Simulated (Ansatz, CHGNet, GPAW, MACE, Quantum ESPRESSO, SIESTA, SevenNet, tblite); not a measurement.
**Codes compared on Ru(0001) slab (54 atoms)**

Wanted: errors and costs of other methods on Ru(0001) slab (54 atoms). A plane-wave run serves as the reference.

Program: Quantum ESPRESSO 7.5. Level of theory: Kohn-Sham DFT, PBE, SSSP efficiency 1.3.0 pseudopotentials, plane waves. Results are calculated unless marked as measured.

## Step 1: The starting structure

The cell holds 54 atoms: 54 Ru. Its edges and angles: a = 8.118 Å, b = 8.118 Å, c = 22.705 Å, α = 90.0°, β = 90.0°, γ = 60.0°. It derives from Ru (hcp). Hcp Ru (a = 2.706 Å, c = 4.282 Å), (0001) slab of 3 repeat layers, 3 x 3 surface cells, 12 Å of vacuum; not relaxed, displaced by a Gaussian of 0.02 Å. Then every atom was moved at random, 0.02 Å r.m.s. a Cartesian component. Vacuum lies along c.

## Step 2: Reference: Quantum ESPRESSO, plane waves

pw.in reads:

```
&control
  calculation = 'scf'
  pseudo_dir = './pseudo'
  outdir = './tmp'
  disk_io = 'none'
  tprnfor = .true.
/
&system
  ibrav = 0
  nat = 54
  ntyp = 1
  ecutwfc = 45
  ecutrho = 360
  nosym = .true.
  occupations = 'smearing'
  smearing = 'fd'
  degauss = 0.003675
/
&electrons
  conv_thr = 2.7e-07
  electron_maxstep = 100
  mixing_beta = 0.2
  mixing_mode = 'local-TF'
  diagonalization = 'david'
/
ATOMIC_SPECIES
Ru 101.070 Ru.upf
CELL_PARAMETERS angstrom
8.11800 0.00000 0.00000
4.05900 7.03039 0.00000
0.00000 0.00000 22.70500
ATOMIC_POSITIONS crystal
Ru 0.99092 0.00056 0.26610
Ru 0.88787 0.22409 0.35782
Ru 0.99900 0.99781 0.45180
Ru 0.90044 0.21479 0.54758
Ru 0.99714 0.00513 0.64165
Ru 0.89726 0.21691 0.73753
Ru 0.33602 0.00071 0.26332
Ru 0.21877 0.23178 0.35907
Ru 0.33514 0.00184 0.45439
Ru 0.22534 0.22212 0.54949
Ru 0.33521 0.00080 0.63876
Ru 0.22245 0.22124 0.73592
[... 38 atom lines left out ...]
Ru 0.66396 0.67028 0.45250
Ru 0.54749 0.89681 0.54503
Ru 0.66357 0.66919 0.64250
Ru 0.55823 0.88827 0.73532
K_POINTS gamma
```

Command:

```console
> OMP_NUM_THREADS=1 mpirun -np 4 pw.x -in pw.in > output.txt
```

The log of the run:

```text
Program PWSCF
     gamma-point specific algorithms are used
     Message from routine setup:
     no reason to have ecutrho>4*ecutwfc
     one sub-group per band group will be used
     scalapack distributed-memory algorithm (size of sub-group:  2*  2 procs)
     Parallelization info
     sticks:   dense  smooth     PW     G-vecs:    dense   smooth      PW
     Min        1462     728    185               252239    89204   11142
     Max        1465     730    188               252250    89211   11148
     Sum        5851    2917    745              1008985   356835   44575
     bravais-lattice index     =            0
     lattice parameter (alat)  =      15.3408  a.u.
     unit-cell volume          =    8744.7334 (a.u.)^3
     number of atoms/cell      =           54
[... lines left out ...]
     number of electrons       =       864.00
[... lines left out ...]
     scf convergence threshold =      2.7E-07
[... lines left out ...]
     number of k points=     1  Fermi-Dirac smearing, width (Ry)=  0.0037
[... lines left out ...]
     total energy              =  -10177.98658647 Ry
[... lines left out ...]
     total energy              =  -10177.95374022 Ry
[... lines left out ...]
     total energy              =  -10177.56839715 Ry
[... lines left out ...]
     total energy              =  -10177.42004406 Ry
[...]
iteration # 19     ecut=    45.00 Ry     beta= 0.20
     total energy              =  -10177.42005154 Ry
     estimated scf accuracy    <       0.00000090 Ry
     iteration # 20     ecut=    45.00 Ry     beta= 0.20
     End of self-consistent calculation
          k = 0.0000 0.0000 0.0000 ( 22288 PWs)   bands (ev):
   -61.6909 -61.6448 -61.6224 -61.5963 -61.5901 -61.5832 -61.5700 -61.5627
   -61.5609 -61.5554 -61.5514 -61.5391 -61.5305 -61.5284 -61.5237 -61.5212
   -61.5141 -61.5008 -61.4963 -61.4945 -61.4897 -61.4845 -61.4793 -61.4751
[...]
12.7186  12.7488  12.7751  12.8542  12.8608  12.8668  12.8788  12.9008
    12.9118  13.1424  13.1532  13.1588  13.1900  13.2038  13.2127  13.8448
    13.8704  13.8968  13.9012  13.9231  13.9316  15.5639
     the Fermi energy is    11.7376 ev
!    total energy              =  -10177.42005165 Ry
     estimated scf accuracy    <       0.00000010 Ry
     smearing contrib. (-TS)   =      -0.08168853 Ry
     internal energy E=F+TS    =  -10177.33836312 Ry
     The total energy is F=E-TS. E is the sum of the following terms:
     one-electron contribution =  -65150.52251264 Ry
     hartree contribution      =   32789.94196247 Ry
     xc contribution           =   -1068.34800370 Ry
     ewald contribution        =   23251.59019075 Ry
     convergence has been achieved in  20 iterations
     Forces acting on atoms (cartesian axes, Ry/au):
     atom    1 type  1   force =     0.00649442    0.02425607    0.04561491
     atom    2 type  1   force =     0.00477574   -0.00848881   -0.03951970
     atom    3 type  1   force =    -0.00353667   -0.00741668   -0.00279318
[...]
atom   53 type  1   force =    -0.01529606    0.01545332    0.03177285
     atom   54 type  1   force =    -0.00033220    0.00246669   -0.04199190
     Total force =     0.271349     Total SCF correction =     0.001320
     Message from routine punch:
     Nothing written, as per user request (disk_io='none')
```

Elapsed: 3.4 min, on 4 MPI ranks of Arm Neoverse V1, shared host; peak memory 1.8 GiB.

Banners, paths, timers and routine set-up lines are dropped from the logs unmarked, and long logs keep their key lines alone; longer cuts are marked.

Numbers from this run:

| Property | Result |
| --- | --- |
| r.m.s. force component | 0.5481 eV/Å |
| longest force | 1.409 eV/Å |

## Step 3: Local order

Normalised to the volume that the atoms fill. Pair distribution function in bins of 0.1 Å:

| r (Å) | total |
| --- | --- |
| 2.45 | 0.00 |
| 2.55 | 1.03 |
| 2.65 | 9.70 |
| 2.75 | 5.60 |
| 2.85 | 0.15 |
| 2.95 | 0.00 |
| 3.05 | 0.00 |
| 3.15 | 0.00 |
| 3.25 | 0.00 |
| 3.35 | 0.00 |
| 3.45 | 0.00 |
| 3.55 | 0.00 |
| 3.65 | 0.09 |
| 3.75 | 2.20 |
| 3.85 | 1.44 |
| 3.95 | 0.03 |
| 4.05 | 0.00 |
| 4.15 | 0.05 |
| 4.25 | 0.37 |
| 4.35 | 0.36 |
| 4.45 | 0.00 |
| 4.55 | 0.44 |
| 4.65 | 5.79 |
| 4.75 | 1.67 |
| 4.85 | 0.00 |
| 4.95 | 0.21 |
| 5.05 | 2.34 |
| 5.15 | 0.80 |
| 5.25 | 0.01 |
| 5.35 | 0.80 |
| 5.45 | 1.37 |
| 5.55 | 0.01 |
| 5.65 | 0.00 |
| 5.75 | 0.00 |
| 5.85 | 0.00 |
| 5.95 | 0.73 |
| 6.05 | 2.15 |
| 6.15 | 0.09 |
| 6.25 | 0.23 |
| 6.35 | 1.64 |
| 6.45 | 0.26 |
| 6.55 | 0.76 |
| 6.65 | 1.19 |
| 6.75 | 0.03 |

Bonds by pair of elements; cutoffs follow the first minimum of g(r), held within bounds set by covalent radii, and pairs that aren't listed don't count as bonded (cutoffs were set anew for this text, so counts can differ from the run's own analysis):

| pair A-B | cutoff (Å) | bonds | mean length (Å) | spread (Å) | shortest (Å) | B about A | A about B |
| --- | --- | --- | --- | --- | --- | --- | --- |
| Ru-Ru | 3.18 | 297 | 2.68 | 0.048 | 2.54 | 11 | 11 |

How many atoms have how many bonded neighbours:

| element | mean | 9 | 12 |
| --- | --- | --- | --- |
| Ru | 11 | 18 | 36 |

## Step 4: The other programs

The programs:
- CHGNet: machine-learned potential, published weights.
- MACE: machine-learned potential, published weights.
- SIESTA 5.4.2: numerical atomic orbitals, whose automatically made sets are far from complete, with PseudoDojo norm-conserving potentials that we converted to its format (checked against plane waves on the same files for H, C, O, Si, Ge and Ca alone); labels give functional, basis size, energy shift and mesh cutoff.
- SevenNet: machine-learned potential, published weights.

All use the same cell and atoms; the electronic-structure runs use the same k-mesh, and an electronic temperature of 580 K (0.05 eV) where levels are smeared.

Differences are against the plane-wave reference, forces as r.m.s. over components; share is that over the reference's r.m.s. force, slope the least-squares factor from reference forces to these. Total energies of different programs have different zeros and aren't compared.

| run | Δ force, r.m.s. (meV/Å) | share (%) | slope | cores | CPU time | memory (GiB) |
| --- | --- | --- | --- | --- | --- | --- |
| reference | - | - | - | 4 | 14 min | 1.8 |
| CHGNet r2SCAN potential | 332 | 60.6 | 0.501 | 1 | 3.8 s | 1.1 |
| MACE MP-0b2 small potential | 519 | 94.6 | 0.466 | 1 | 6.3 s | 0.65 |
| SIESTA BLYP, PBE potentials, DZP, shift 0.01 Ry, mesh 300 Ry | 268 | 48.8 | 0.705 | 2 | 6.3 min | 1.2 |
| SIESTA PBE, DZP, shift 0.01 Ry, mesh 100 Ry (coarse) | 96.7 | 17.6 | 0.939 | 2 | 2 min | 0.59 |
| SIESTA PBE, DZP, shift 0.01 Ry, mesh 300 Ry | 91.8 | 16.7 | 0.936 | 2 | 6.1 min | 1.2 |
| SIESTA PBE, SZP, shift 0.01 Ry, mesh 300 Ry (coarse) | 139 | 25.3 | 0.927 | 1 | 4.8 min | 0.85 |
| SIESTA PBE, TZP, shift 0.01 Ry, mesh 300 Ry | 69.8 | 12.7 | 0.959 | 2 | 9.3 min | 1.4 |
| SevenNet 0 potential | 440 | 80.3 | 0.391 | 1 | 7.8 s | 0.73 |

Rows marked coarse were listed beforehand as settings not expected to be converged; some can still land near the reference.

Times of the machine-learned potentials are mostly Python's start and the loading of weights.

CPU time is summed over cores on a shared host, where runs went side by side, so it is rough. Symmetry, cutoffs, thresholds, outputs and thread counts weren't matched or tuned between programs; memory under MPI is the largest rank's times the ranks.

Runs without a result: GPAW PBE, LCAO dzp, h 0.2 Å (cut off at its time limit of 6.5 min); GPAW PBE, LCAO sz(dzp), h 0.2 Å (cut off at its time limit of 2.8 min); GPAW LDA, LCAO dzp, h 0.2 Å (cut off at its time limit of 6.5 min); GPAW PBE, LCAO szp(dzp), h 0.2 Å (cut off at its time limit of 4.2 min).

Within one program, basis, potentials and functional, energies share a zero. Each run against its twin at the usual cutoff or grid and solver:

| run | twin | Δ energy (meV/atom) | Δ force, r.m.s. (meV/Å) | CPU time over the twin's |
| --- | --- | --- | --- | --- |
| SIESTA PBE, DZP, shift 0.01 Ry, mesh 100 Ry | DZP, shift 0.01 Ry, mesh 300 Ry | -19.0 | 24.2 | 0.32 |

## Step 5: Outcome

```json
{"reference r.m.s. force component": "0.548 eV/Å", "nearest in forces": "SIESTA PBE, TZP, shift 0.01 Ry, mesh 300 Ry, 13 %", "farthest in forces": "MACE MP-0b2 small potential, 95 %", "cheapest electronic-structure run beside the reference": "SIESTA PBE, DZP, shift 0.01 Ry, mesh 100 Ry, 2 min of CPU time"}
```

The PBE runs in local orbitals, coarse settings apart, differ by 13 % (SIESTA PBE, TZP, shift 0.01 Ry, mesh 300 Ry) to 17 % (SIESTA PBE, DZP, shift 0.01 Ry, mesh 300 Ry); basis, grid and potentials can all enter. Machine-learned potentials differ by 61 % (CHGNet r2SCAN potential) to 95 % (MACE MP-0b2 small potential); they were trained on other programs' data, some at another functional. Among those trained on PBE data the slope goes as low as 0.39, with a correlation of 0.60, so directions differ as well as sizes. Rows with another functional or a dispersion term differ by 49 % (SIESTA BLYP, PBE potentials, DZP, shift 0.01 Ry, mesh 300 Ry), which mixes the change of model with differences of basis and potentials, some of them made for another functional. Runs with settings chosen to be coarse differ by 18 % (SIESTA PBE, DZP, shift 0.01 Ry, mesh 100 Ry) to 25 % (SIESTA PBE, SZP, shift 0.01 Ry, mesh 300 Ry), their programs' other errors included. Of the electronic-structure runs that take under half the reference's CPU time, SIESTA PBE, DZP, shift 0.01 Ry, mesh 300 Ry comes nearest, at 17 % in 6.1 min against 14 min. In the reference: levels near the Fermi energy are neither full nor empty under the smearing, so no gap is quoted. In the reference: the first peak of g(r) lies near 2.68 Å. Machine-learned potentials mimic data converged in k, so the reference's own k-point error enters their differences. The electronic-structure runs sample only Γ, in a cell whose shortest periodic width is 7 Å, which is coarse for a cell with partly filled levels.

[Also dropped from logs without a mark: logging warnings of Python, and SIESTA's first energy breakdown and zero terms.]

[Logs are printed without paths, hosts, clocks, repeated set-up lines and the standing remarks that a program may print on its own settings, such as how far it seeks lower states.]

[Hosts, paths, dates, database ids (printed as entryN), source tags and the programs' standing remarks are cut or masked in the printed files.]
